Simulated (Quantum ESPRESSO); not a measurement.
# Zr2CO2 MXene, 1 layer: a series in the field along the normal, part 3 of 4

Aim: how the results for Zr2CO2 MXene, 1 layer change with the field along the normal.

Quantum ESPRESSO 7.5; plane-wave DFT, PBE, GBRV ultrasoft pseudopotentials.

So far. Step 2 (Variable-cell relaxation of the reference):  The last row is no step: it is a fresh SCF in the final cell with a new plane-wave basis, -0 meV from the row before.

### Step 5. Bands along a path, 0 V/Å

Bands along a path place the edges.

Input file m0.bands.in:

```
&control
  prefix = 'm0.bands'
  outdir = './out'
  pseudo_dir = './pseudo'
  calculation = 'bands'
  tefield = .true.
  dipfield = .true.
/
&system
  ibrav = 0
  nat = 5
  ntyp = 3
  ecutwfc = 40
  ecutrho = 200
  occupations = 'smearing'
  smearing = 'fd'
  degauss = 0.002
  edir = 3
  emaxpos = 0.97
  eopreg = 0.04
  eamp = 0.0
  nbnd = 26
/
&electrons
  conv_thr = 1e-07
  mixing_beta = 0.4
  electron_maxstep = 120
  mixing_mode = 'local-TF'
/
ATOMIC_SPECIES
  O   15.9990  o_pbe_v1.2.uspp.F.UPF
  Zr  91.2240  zr_pbe_v1.uspp.F.UPF
  C   12.0110  c_pbe_v1.2.uspp.F.UPF
CELL_PARAMETERS angstrom
  3.29100081600000 0.00000000000000 0.00000000000000
  -1.64550040800000 2.85009031100000 0.00000000000000
  0.00000000000000 0.00000000000000 21.95294679600000
ATOMIC_POSITIONS crystal
  O   0.333333333300 0.666666666700 0.394372620000
  Zr  0.666666666700 0.333333333300 0.436504397200
  C   0.000000000000 0.000000000000 0.500000000000
  Zr  0.333333333300 0.666666666700 0.563495602800
  O   0.666666666700 0.333333333300 0.605627380000
K_POINTS crystal_b
4
  0.0000000000 0.0000000000 0.0000000000 10
  0.5000000000 0.0000000000 0.0000000000 10
  0.3333333333 0.3333333333 0.0000000000 10
  0.0000000000 0.0000000000 0.0000000000 1
```

Launch:

```
> cp -r out/m0.scf.save out/m0.bands.save
> cp out/m0.scf.xml out/m0.bands.xml
> OMP_NUM_THREADS=1 mpirun -n 4 pw.x -nk 4 -in m0.bands.in > m0.bands.out
```

Log:

```text
[banner, memory and clock lines left out]
Program PWSCF v.7.5 starts

          URL

     Presently no symmetry can be used with electric field

     Atomic positions and unit cell read from directory:
     ./out/m0.bands.save/

     G-vector sticks info

     bravais-lattice index     =            0
     lattice parameter (alat)  =       6.2191  a.u.
     unit-cell volume          =    1389.5559 (a.u.)^3
     number of atoms/cell      =            5
     number of atomic types    =            3
     number of electrons       =        40.00
     number of Kohn-Sham states=           26
     kinetic-energy cutoff     =      40.0000  Ry
     charge density cutoff     =     200.0000  Ry
     Exchange-correlation= SLA  PW   PBE  PBE
                           (   1   4   3   4   0   0   0)

     celldm(1)=   6.219090  celldm(2)=   0.000000  celldm(3)=   0.000000
     celldm(4)=   0.000000  celldm(5)=   0.000000  celldm(6)=   0.000000

     crystal axes: (cart. coord. in units of alat)
               a(1) = (   1.000000   0.000000   0.000000 )
               a(2) = (  -0.500000   0.866025   0.000000 )
               a(3) = (   0.000000   0.000000   6.670599 )

     reciprocal axes: (cart. coord. in units 2 pi/alat)
               b(1) = (  1.000000  0.577350 -0.000000 )
               b(2) = (  0.000000  1.154701  0.000000 )
               b(3) = (  0.000000 -0.000000  0.149912 )

     PseudoPot. # 1 for O  read from file:
     ./pseudo/o_pbe_v1.2.uspp.F.UPF
     Pseudo is Ultrasoft + core correction, Zval =  6.0
     Generated by new atomic code, or converted to UPF format
     Using radial grid of  737 points,  5 beta functions with:
                l(1) =   0
                l(2) =   0
                l(3) =   1
                l(4) =   1
                l(5) =   2
     Q(r) pseudized with  8 coefficients,  rinner =    0.900   0.900   0.900
                                                       0.900   0.900

     PseudoPot. # 2 for Zr read from file:
     ./pseudo/zr_pbe_v1.uspp.F.UPF
     Pseudo is Ultrasoft + core correction, Zval = 12.0
     Generated by new atomic code, or converted to UPF format
     Using radial grid of  887 points,  6 beta functions with:
                l(1) =   0
                l(2) =   0
                l(3) =   1
                l(4) =   1
                l(5) =   2
                l(6) =   2
     Q(r) pseudized with  6 coefficients,  rinner =    1.200   1.200   1.200
                                                       1.200   1.200

     PseudoPot. # 3 for C  read from file:
     ./pseudo/c_pbe_v1.2.uspp.F.UPF
     Pseudo is Ultrasoft + core correction, Zval =  4.0
     Generated by new atomic code, or converted to UPF format
     Using radial grid of  721 points,  4 beta functions with:
                l(1) =   0
                l(2) =   0
                l(3) =   1
                l(4) =   1
     Q(r) pseudized with  8 coefficients,  rinner =    1.100   1.100   1.100

     atomic species   valence    mass     pseudopotential
     O                 6.00    15.99900     O ( 1.00)
     Zr               12.00    91.22400     Zr( 1.00)
     C                 4.00    12.01100     C ( 1.00)

     No symmetry found

   Cartesian axes

     site n.     atom                  positions (alat units)
         1        O      tau(   1) = (  -0.0000000   0.5773503   2.6307016  )
         2        Zr     tau(   2) = (   0.5000000   0.2886751   2.9117458  )
         3        C      tau(   3) = (   0.0000000   0.0000000   3.3352995  )
         4        Zr     tau(   4) = (  -0.0000000   0.5773503   3.7588532  )
         5        O      tau(   5) = (   0.5000000   0.2886751   4.0398974  )

     number of k points=    31  Fermi-Dirac smearing, width (Ry)=  0.0020
                       cart. coord. in units 2pi/alat
        k(    1) = (   0.0000000   0.0000000   0.0000000), wk =   0.0645161
        k(    2) = (   0.0500000   0.0288675   0.0000000), wk =   0.0645161
        k(    3) = (   0.1000000   0.0577350   0.0000000), wk =   0.0645161
        k(    4) = (   0.1500000   0.0866025   0.0000000), wk =   0.0645161
        k(    5) = (   0.2000000   0.1154701   0.0000000), wk =   0.0645161
        k(    6) = (   0.2500000   0.1443376   0.0000000), wk =   0.0645161
        k(    7) = (   0.3000000   0.1732051   0.0000000), wk =   0.0645161
        k(    8) = (   0.3500000   0.2020726   0.0000000), wk =   0.0645161
        k(    9) = (   0.4000000   0.2309401   0.0000000), wk =   0.0645161
        k(   10) = (   0.4500000   0.2598076   0.0000000), wk =   0.0645161
        k(   11) = (   0.5000000   0.2886751   0.0000000), wk =   0.0645161
        k(   12) = (   0.4833333   0.3175426   0.0000000), wk =   0.0645161
        k(   13) = (   0.4666667   0.3464102   0.0000000), wk =   0.0645161
        k(   14) = (   0.4500000   0.3752777   0.0000000), wk =   0.0645161
        k(   15) = (   0.4333333   0.4041452   0.0000000), wk =   0.0645161
        k(   16) = (   0.4166667   0.4330127   0.0000000), wk =   0.0645161
        k(   17) = (   0.4000000   0.4618802   0.0000000), wk =   0.0645161
        k(   18) = (   0.3833333   0.4907477   0.0000000), wk =   0.0645161
        k(   19) = (   0.3666667   0.5196152   0.0000000), wk =   0.0645161
        k(   20) = (   0.3500000   0.5484828   0.0000000), wk =   0.0645161
        k(   21) = (   0.3333333   0.5773503   0.0000000), wk =   0.0645161
        k(   22) = (   0.3000000   0.5196152   0.0000000), wk =   0.0645161
        k(   23) = (   0.2666667   0.4618802   0.0000000), wk =   0.0645161
        k(   24) = (   0.2333333   0.4041452   0.0000000), wk =   0.0645161
        k(   25) = (   0.2000000   0.3464102   0.0000000), wk =   0.0645161
        k(   26) = (   0.1666667   0.2886751   0.0000000), wk =   0.0645161
        k(   27) = (   0.1333333   0.2309401   0.0000000), wk =   0.0645161
        k(   28) = (   0.1000000   0.1732051   0.0000000), wk =   0.0645161
        k(   29) = (   0.0666667   0.1154701   0.0000000), wk =   0.0645161
        k(   30) = (   0.0333333   0.0577350   0.0000000), wk =   0.0645161
        k(   31) = (   0.0000000   0.0000000   0.0000000), wk =   0.0645161

     Dense  grid:    66115 G-vectors     FFT dimensions: (  27,  27, 192)

     Smooth grid:    47555 G-vectors     FFT dimensions: (  25,  25, 180)

     Check: negative core charge=   -0.000001

     The potential is recalculated from file :
     ./out/m0.bands.save/charge-density

     negative rho (up, down):  1.291E-01 0.000E+00

     Adding external electric field

     Computed dipole along edir(3) :
        Dipole                0.0000 Ry au,          0.0000 Debye
        Dipole field          0.0000 Ry au,

[...]
k = 0.2500 0.1443 0.0000 (  5955 PWs)   bands (ev):

   -48.4923 -48.4619 -26.8442 -26.7803 -26.7351 -26.4328 -26.3886 -26.3281
   -17.6301 -17.6162  -9.3047  -5.0033  -4.4292  -4.2303  -4.0624  -4.0390
    -3.5042  -2.0318  -0.8482  -0.7657   1.5240   3.3435   3.4413   4.1360
     4.3367   4.3822

          k = 0.3000 0.1732 0.0000 (  5943 PWs)   bands (ev):

   -48.4773 -48.4509 -26.9695 -26.8767 -26.7232 -26.4341 -26.4179 -26.3509
   -17.5778 -17.5687  -9.1924  -5.0196  -4.4564  -4.1253  -3.9519  -3.8363
    -3.5588  -2.1989  -1.0247  -0.8458   1.4188   3.5354   3.5978   4.2191
     4.4271   4.6314

          k = 0.3500 0.2021 0.0000 (  5941 PWs)   bands (ev):

   -48.4633 -48.4413 -27.0838 -26.9936 -26.6742 -26.4439 -26.4349 -26.3716
   -17.5474 -17.5269  -9.0499  -5.0458  -4.6177  -4.0585  -3.8723  -3.6618
    -3.4826  -2.2945  -1.1413  -0.8598   1.3237   3.5230   3.8922   4.3137
     4.4259   4.8298

          k = 0.4000 0.2309 0.0000 (  5943 PWs)   bands (ev):

   -48.4519 -48.4340 -27.1743 -27.0841 -26.6308 -26.4642 -26.4381 -26.3881
   -17.5298 -17.4986  -8.9019  -5.1727  -4.7309  -4.0262  -3.8079  -3.5113
    -3.3375  -2.4195  -1.1601  -0.8339   1.2443   3.4727   4.2062   4.3393
     4.4513   4.9247

          k = 0.4500 0.2598 0.0000 (  5936 PWs)   bands (ev):

   -48.4442 -48.4296 -27.2320 -27.1411 -26.5994 -26.4772 -26.4431 -26.3986
   -17.5212 -17.4828  -8.7855  -5.3496  -4.7333  -4.0142  -3.7669  -3.3746
    -3.2453  -2.5453  -1.1303  -0.8005   1.1925   3.4308   4.2747   4.4832
     4.5431   4.9409

          k = 0.5000 0.2887 0.0000 (  5932 PWs)   bands (ev):

   -48.4415 -48.4282 -27.2518 -27.1606 -26.5875 -26.4817 -26.4458 -26.4023
   -17.5187 -17.4778  -8.7406  -5.4245  -4.7233  -4.0116  -3.7529  -3.3144
    -3.2178  -2.6007  -1.1125  -0.7860   1.1748   3.4155   4.2439   4.5843
     4.6111   4.9257

          k = 0.4833 0.3175 0.0000 (  5956 PWs)   bands (ev):

   -48.4412 -48.4280 -27.2486 -27.1582 -26.5863 -26.4901 -26.4442 -26.4086
   -17.5160 -17.4758  -8.7429  -5.4061  -4.7183  -3.9960  -3.7676  -3.3172
    -3.2186  -2.5949  -1.1181  -0.8420   1.2249   3.4163   4.2068   4.5610
     4.6165   4.9349

          k = 0.4667 0.3464 0.0000 (  5960 PWs)   bands (ev):

   -48.4403 -48.4275 -27.2393 -27.1511 -26.5826 -26.5123 -26.4420 -26.4269
   -17.5079 -17.4699  -8.7494  -5.3515  -4.7022  -3.9518  -3.8089  -3.3262
    -3.2217  -2.5774  -1.1371  -0.9915   1.3576   3.4200   4.1072   4.5017
     4.6283   4.9549

          k = 0.4500 0.3753 0.0000 (  5946 PWs)   bands (ev):

   -48.4389 -48.4268 -27.2240 -27.1396 -26.5767 -26.5450 -26.4561 -26.4414
   -17.4956 -17.4610  -8.7589  -5.2624  -4.6736  -3.8858  -3.8697  -3.3423
    -3.2290  -2.5478  -1.1963  -1.1756   1.5376   3.4288   3.9676   4.4252
     4.6419   4.9748

          k = 0.4333 0.4041 0.0000 (  5962 PWs)   bands (ev):

   -48.4370 -48.4260 -27.2032 -27.1243 -26.5861 -26.5690 -26.4935 -26.4427
   -17.4801 -17.4501  -8.7698  -5.1420  -4.6318  -3.9412  -3.8075  -3.3682
    -3.2418  -2.5058  -1.4204  -1.2405   1.7340   3.4433   3.8096   4.3455
     4.6580   4.9899

          k = 0.4167 0.4330 0.0000 (  5942 PWs)   bands (ev):

   -48.4348 -48.4250 -27.1776 -27.1064 -26.6334 -26.5627 -26.5337 -26.4457
   -17.4633 -17.4384  -8.7802  -4.9951  -4.5779  -4.0148  -3.7273  -3.4083
    -3.2602  -2.4516  -1.6339  -1.3355   1.9249   3.4596   3.6515   4.2726
     4.6798   4.9997

          k = 0.4000 0.4619 0.0000 (  5942 PWs)   bands (ev):

   -48.4324 -48.4242 -27.1482 -27.0871 -26.6839 -26.5889 -26.5420 -26.4504
   -17.4466 -17.4273  -8.7884  -4.8292  -4.5153  -4.0824  -3.6571  -3.4671
    -3.2831  -2.3861  -1.8122  -1.4597   2.0950   3.4682   3.5089   4.2147
     4.7106   5.0037

          k = 0.3833 0.4907 0.0000 (  5904 PWs)   bands (ev):

   -48.4300 -48.4235 -27.1169 -27.0687 -26.7338 -26.6315 -26.5306 -26.4569
   -17.4317 -17.4178  -8.7935  -4.6566  -4.4496  -4.1347  -3.6326  -3.5208
    -3.3090  -2.3105  -1.9379  -1.6064   2.2330   3.3954   3.4590   4.1772
     4.7518   5.0003

          k = 0.3667 0.5196 0.0000 (  5910 PWs)   bands (ev):

   -48.4277 -48.4232 -27.0863 -27.0542 -26.7783 -26.6681 -26.5171 -26.4654
   -17.4197 -17.4110  -8.7952  -4.5017  -4.3881  -4.1547  -3.7260  -3.4968
    -3.3370  -2.2267  -2.0071  -1.7638   2.3312   3.3230   3.4279   4.1594
     4.8024   4.9865

          k = 0.3500 0.5485 0.0000 (  5898 PWs)   bands (ev):

   -48.4258 -48.4234 -27.0613 -27.0468 -26.8106 -26.6925 -26.5029 -26.4759
   -17.4115 -17.4074  -8.7945  -4.4109  -4.3397  -4.1072  -3.8653  -3.4511
    -3.3678  -2.1370  -2.0313  -1.9151   2.3865   3.3004   3.3808   4.1541
     4.8582   4.9586

          k = 0.3333 0.5774 0.0000 (  5892 PWs)   bands (ev):

   -48.4243 -48.4242 -27.0483 -27.0482 -26.8227 -26.7008 -26.4888 -26.4887
   -17.4075 -17.4074  -8.7936  -4.3918  -4.3184  -3.9990  -3.9990  -3.4058
    -3.4058  -2.0536  -2.0294  -2.0294   2.4029   3.3284   3.3285   4.1535
     4.9137   4.9138

          k = 0.3000 0.5196 0.0000 (  5906 PWs)   bands (ev):

   -48.4284 -48.4232 -27.0682 -27.0570 -26.7817 -26.6732 -26.5217 -26.4622
   -17.4182 -17.4122  -8.8045  -4.4261  -4.4117  -4.1068  -3.8211  -3.5219
    -3.3332  -2.1374  -2.0106  -1.8447   2.3591   3.2443   3.4976   4.1509
     4.7760   5.0079

          k = 0.2667 0.4619 0.0000 (  5914 PWs)   bands (ev):

   -48.4363 -48.4255 -27.0795 -27.0626 -26.6986 -26.6121 -26.5644 -26.4404
   -17.4415 -17.4323  -8.8558  -4.5568  -4.4480  -4.0855  -3.9008  -3.5751
    -3.3207  -2.0322  -2.0163  -1.6355   2.2659   3.2111   3.7076   4.1224
     4.6275   5.0712

          k = 0.2333 0.4041 0.0000 (  5916 PWs)   bands (ev):

   -48.4480 -48.4316 -27.0568 -27.0292 -26.6162 -26.6080 -26.5421 -26.4245
   -17.4751 -17.4658  -8.9597  -4.5671  -4.5237  -4.1255  -4.0244  -3.5659
    -3.3973  -2.0430  -1.8526  -1.4053   2.1485   3.2103   3.8417   4.0059
     4.5856   5.0566

          k = 0.2000 0.3464 0.0000 (  5936 PWs)   bands (ev):

   -48.4630 -48.4410 -26.9930 -26.9495 -26.6739 -26.5233 -26.4782 -26.4117
   -17.5179 -17.5128  -9.0988  -4.6598  -4.5057  -4.2883  -3.9175  -3.6258
    -3.5334  -2.0626  -1.6483  -1.1563   2.0185   3.1750   3.8736   3.8929
     4.6154   4.8689

          k = 0.1667 0.2887 0.0000 (  5930 PWs)   bands (ev):

   -48.4802 -48.4530 -26.8939 -26.8294 -26.7340 -26.4494 -26.4403 -26.3854
   -17.5749 -17.5701  -9.2369  -4.7976  -4.4635  -4.3965  -3.9057  -3.7823
    -3.5632  -2.0111  -1.3972  -0.9075   1.9069   3.0323   3.8579   3.8970
     4.5248   4.5777

          k = 0.1333 0.2309 0.0000 (  5936 PWs)   bands (ev):

   -48.4979 -48.4662 -26.7952 -26.7758 -26.6791 -26.4281 -26.3892 -26.3429
   -17.6522 -17.6312  -9.3419  -4.8784  -4.4859  -4.4781  -4.0599  -4.0103
    -3.5018  -1.7665  -1.0841  -0.7050   1.8649   2.8296   3.7762   3.8660
     4.1675   4.4481

          k = 0.1000 0.1732 0.0000 (  5925 PWs)   bands (ev):

   -48.5143 -48.4788 -26.8470 -26.6674 -26.5249 -26.4089 -26.3432 -26.3053
   -17.7393 -17.6970  -9.3992  -4.9060  -4.5500  -4.5446  -4.2474  -4.1979
    -3.5753  -1.2794  -0.7717  -0.5670   1.9281   2.6267   3.3875   3.7354
     3.9686   4.3723

          k = 0.0667 0.1155 0.0000 (  5949 PWs)   bands (ev):

   -48.5276 -48.4893 -26.8881 -26.6013 -26.3881 -26.3637 -26.3111 -26.2782
   -17.8227 -17.7585  -9.4150  -4.9281  -4.6258  -4.5901  -4.4003  -4.2875
    -3.7356  -0.7671  -0.6557  -0.2492   2.0809   2.4096   2.9095   3.5911
     3.7932   4.3970

          k = 0.0333 0.0577 0.0000 (  5963 PWs)   bands (ev):

   -48.5363 -48.4962 -26.9144 -26.5772 -26.3109 -26.2987 -26.2870 -26.2624
   -17.8840 -17.8030  -9.4095  -4.9657  -4.6777  -4.6597  -4.3946  -4.3448
    -3.8800  -0.8988  -0.0613   0.0803   2.1894   2.1930   2.5421   3.5319
     3.6098   4.4870

          k = 0.0000 0.0000 0.0000 (  5987 PWs)   bands (ev):

   -48.5393 -48.4986 -26.9234 -26.5721 -26.2880 -26.2880 -26.2577 -26.2577
   -17.9066 -17.8194  -9.4045  -4.9855  -4.6924  -4.6924  -4.3676  -4.3676
    -3.9363  -0.9659   0.2216   0.2216   2.0922   2.0922   2.5144   3.5180
     3.5180   4.5443

     XML data file, pseudopotentials, collected wavefunctions

                                        0.00s GPU  (     291 calls)
```

Wall time 11 s (4 MPI ranks of Arm Neoverse V2, shared host); peak memory 0.33 GiB.

Read from the output:

- valence top, on the run's zero: 0.2216 eV
- gap by band count: 0.9532 eV

Band numbers count within the set of bands kept for display. Electronic bands along the path, in eV, zero at the highest filled level of the SCF mesh; v1 is the highest filled band, c1 the lowest empty one:

| point | v4 | v3 | v2 | v1 | c1 | c2 | c3 | c4 |
| --- | --- | --- | --- | --- | --- | --- | --- | --- |
| Γ | -4.16 | -1.19 | 0.00 | 0.00 | 1.87 | 1.87 | 2.29 | 3.30 |
| halfway | -3.73 | -2.25 | -1.07 | -0.99 | 1.30 | 3.12 | 3.22 | 3.91 |
| M | -3.44 | -2.82 | -1.33 | -1.01 | 0.95 | 3.19 | 4.02 | 4.36 |
| halfway | -3.48 | -2.67 | -1.86 | -1.56 | 1.70 | 3.24 | 3.43 | 4.05 |
| K | -3.63 | -2.28 | -2.25 | -2.25 | 2.18 | 3.11 | 3.11 | 3.93 |
| halfway | -3.79 | -2.23 | -1.62 | -1.13 | 1.69 | 2.81 | 3.64 | 3.68 |
| Γ | -4.16 | -1.19 | 0.00 | 0.00 | 1.87 | 1.87 | 2.29 | 3.30 |

Along this path the valence top lies at Γ and the conduction bottom at M.

### Step 6. Ground state, 0.05 V/Å

Input file m1.scf.in:

```
&control
  prefix = 'm1.scf'
  outdir = './out'
  pseudo_dir = './pseudo'
  calculation = 'scf'
  tprnfor = .true.
  tefield = .true.
  dipfield = .true.
/
&system
  ibrav = 0
  nat = 5
  ntyp = 3
  ecutwfc = 40
  ecutrho = 200
  occupations = 'smearing'
  smearing = 'fd'
  degauss = 0.002
  edir = 3
  emaxpos = 0.97
  eopreg = 0.04
  eamp = 0.00097235
  nbnd = 26
/
&electrons
  conv_thr = 1e-09
  mixing_beta = 0.4
  electron_maxstep = 120
  mixing_mode = 'plain'
  startingpot = 'file'
/
ATOMIC_SPECIES
  O   15.9990  o_pbe_v1.2.uspp.F.UPF
  Zr  91.2240  zr_pbe_v1.uspp.F.UPF
  C   12.0110  c_pbe_v1.2.uspp.F.UPF
CELL_PARAMETERS angstrom
  3.29100081600000 0.00000000000000 0.00000000000000
  -1.64550040800000 2.85009031100000 0.00000000000000
  0.00000000000000 0.00000000000000 21.95294679600000
ATOMIC_POSITIONS crystal
  O   0.333333333300 0.666666666700 0.394372620000
  Zr  0.666666666700 0.333333333300 0.436504397200
  C   0.000000000000 0.000000000000 0.500000000000
  Zr  0.333333333300 0.666666666700 0.563495602800
  O   0.666666666700 0.333333333300 0.605627380000
K_POINTS automatic
  12 12 1 0 0 0
```

Launch:

```
> cp -r out/m0.scf.save out/m1.scf.save
> OMP_NUM_THREADS=1 mpirun -n 4 pw.x -nk 4 -in m1.scf.in > m1.scf.out
```

Log:

```text
[banner, memory and clock lines left out]
Program PWSCF v.7.5 starts
[...]
number of electrons       =        40.00
     number of Kohn-Sham states=           26
     kinetic-energy cutoff     =      40.0000  Ry
     charge density cutoff     =     200.0000  Ry
[...]
number of k points=    74  Fermi-Dirac smearing, width (Ry)=  0.0020
[...]
Dense  grid:    66115 G-vectors     FFT dimensions: (  27,  27, 192)
[...]
The initial density is read from file :
[...]
negative rho (up, down):  1.291E-01 0.000E+00
[...]
Starting wfcs are   38 randomized atomic wfcs
[...]
negative rho (up, down):  1.292E-01 0.000E+00
[...]
estimated scf accuracy    <       0.00203467 Ry
[...]
negative rho (up, down):  1.292E-01 0.000E+00
[...]
estimated scf accuracy    <       0.02037788 Ry
[...]
negative rho (up, down):  1.292E-01 0.000E+00
[...]
estimated scf accuracy    <       0.00001285 Ry
[...]
negative rho (up, down):  1.292E-01 0.000E+00
[...]
estimated scf accuracy    <       0.00000482 Ry
[...]
negative rho (up, down):  1.292E-01 0.000E+00
[...]
estimated scf accuracy    <       0.00000138 Ry
[...]
negative rho (up, down):  1.292E-01 0.000E+00
[...]
estimated scf accuracy    <       0.00000026 Ry
[...]
negative rho (up, down):  1.291E-01 0.000E+00
[...]
estimated scf accuracy    <          4.4E-09 Ry
[...]
negative rho (up, down):  1.291E-01 0.000E+00
[...]
estimated scf accuracy    <          2.0E-09 Ry
[...]
negative rho (up, down):  1.291E-01 0.000E+00
[...]
Computed dipole along edir(3) :
        Dipole                0.0272 Ry au,          0.0691 Debye
        Dipole field          0.0002 Ry au,
        E field amplitude [Ha a.u.]:  9.7235E-04
        Potential amp.        0.0579 Ry
        Total length         39.8257 bohr
[...]
the Fermi energy is     0.6961 ev
!    total energy              =    -274.92247354 Ry
     estimated scf accuracy    <          9.7E-10 Ry
     smearing contrib. (-TS)   =      -0.00000000 Ry
     internal energy E=F+TS    =    -274.92247354 Ry
[...]
one-electron contribution =   -2238.46822355 Ry
     hartree contribution      =    1122.86208356 Ry
     xc contribution           =     -53.92887249 Ry
     ewald contribution        =     894.61258510 Ry
     electric field correction =      -0.00004617 Ry
     convergence has been achieved in   9 iterations
     negative rho (up, down):  1.291E-01 0.000E+00
[...]
Total force =     0.005816     Total SCF correction =     0.000185
[...]
```

Run time: 42 s. Hardware: 4 MPI ranks; peak memory 0.6 GiB; 2.8 min of CPU time.

Numbers from this step:

* free energy: -3740.5108 eV
* Fermi energy: 0.6961 eV
* dipole along the normal: 0.01439 e·Å
* valence top, on the run's zero: 0.2299 eV
* conduction bottom, on the run's zero: 1.183 eV
* gap by band count: 0.9530 eV

(Part 3 of 4 ends here.)

[Logs are printed without paths, hosts, clocks, repeated set-up lines and the standing remarks that a program may print on its own settings, such as how far it seeks lower states.]

[Hosts, paths, dates, database ids (printed as entryN), source tags and the programs' standing remarks are cut or masked in the printed files.]

[Maps of the electrostatic potential energy from Ansatz leave out the sawtooth potential of an applied field or a dipole correction, so their vacuum need not be flat; planar profiles and work functions include it.]
